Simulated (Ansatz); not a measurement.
**How Au(111) screens a field**

Where does the screening charge of Au(111) sit?

Method: plane-wave DFT, r2SCAN, Ansatz PAW, in the first sound run; inputs show where later runs differ, in Ansatz 0.2.0.

### Step 1. The starting structure

The cell holds 6 atoms: 6 Au. Cell: a = 2.885 Å, b = 2.885 Å, c = 29.778 Å, α = 90.0°, β = 90.0°, γ = 60.0°. Vacuum lies along c.

### Step 2. Atoms held, field 0

A sawtooth potential applies the field, turning back in the middle of the vacuum. With the dipole correction the typed value is the field outside the slab. The induced dipole is small, so the SCF threshold is tight.

input.yaml reads:

```yaml
crystal:
  lattice:
    - [2.8849956672, 0.0, 0.0]
    - [1.4424978336, 2.4984795376, 0.0]
    - [0.0, 0.0, 29.7779454915]
  atoms:
    - { symbol: Au, position: [0.3333333333, 0.3333333333, 0.3022371037] }
    - { symbol: Au, position: [0.6666666667, 0.6666666667, 0.3813422622] }
    - { symbol: Au, position: [0.0, 0.0, 0.4604474207] }
    - { symbol: Au, position: [0.3333333333, 0.3333333333, 0.5395525793] }
    - { symbol: Au, position: [0.6666666667, 0.6666666667, 0.6186577378] }
    - { symbol: Au, position: [0.0, 0.0, 0.6977628963] }
kpoints:
  mp_grid: { grid: [24, 24, 1] }
hamiltonian:
  xc: r2scan
scf:
  occupations: { method: fermi_dirac, width: 0.1 }
  convergence: { dr2_threshold: 1.0e-10 }
efield:
  axis: 3
  dipole_correction: true
  ramp_position: 0.97
  ramp_width: 0.06
  amplitude: 0
output:
  forces: true
  write_potential: true
  write_density: true
  volumetric_format: npy
```

Started as:

```
> ansatz run input.yaml --threads 8 --pin off --max-ram 12288MiB --backend cpu --events-out ev --progress --plain --runs-dir out
```

Then come: atoms held, field 0.05 V/Å; single point, field -0.05 V/Å; single point, field 0.1 V/Å; single point, field -0.1 V/Å; single point, field 0.2 V/Å; atoms held, field -0.2 V/Å; atoms held, field 0.4 V/Å; the response; the same run with other settings. Settings of the main run: cutoff 500 eV, 24×24×1 k-mesh, Fermi-Dirac occupations, smearing width 0.1 eV, metal Au, face 111, 6 layers.

Before running: what should come out for the work function; and image plane, upper face?

In the vacuum the potential turns flat, and its height over the Fermi level, 5.17 eV, is the work function of the face beside that plateau. The induced charge has its centre 1.50 Å outside the outermost atoms; this is the plane from which a capacitor's gap or an image potential counts. The equivalent conductor thickness exceeds the distance between the outer atoms by 3.04 Å, about the sum of the two image-plane distances.

* work function: 5.17 eV
* image plane, upper face: 1.50 Å
* equivalent conductor thickness p/(ε₀AE): 14.8 Å
* inner field over outer field: -0.00102

In the middle of the slab the field is screened to under 0.5 % of its outer value. The atoms are held at bulk positions with the tabulated experimental lattice constant.

[Logs are printed without paths, hosts, clocks, repeated set-up lines and the standing remarks that a program may print on its own settings, such as how far it seeks lower states.]

[Hosts, paths, dates, database ids (printed as entryN), source tags and the programs' standing remarks are cut or masked in the printed files.]

[Maps of the electrostatic potential energy from Ansatz leave out the sawtooth potential of an applied field or a dipole correction, so their vacuum need not be flat; planar profiles and work functions include it.]
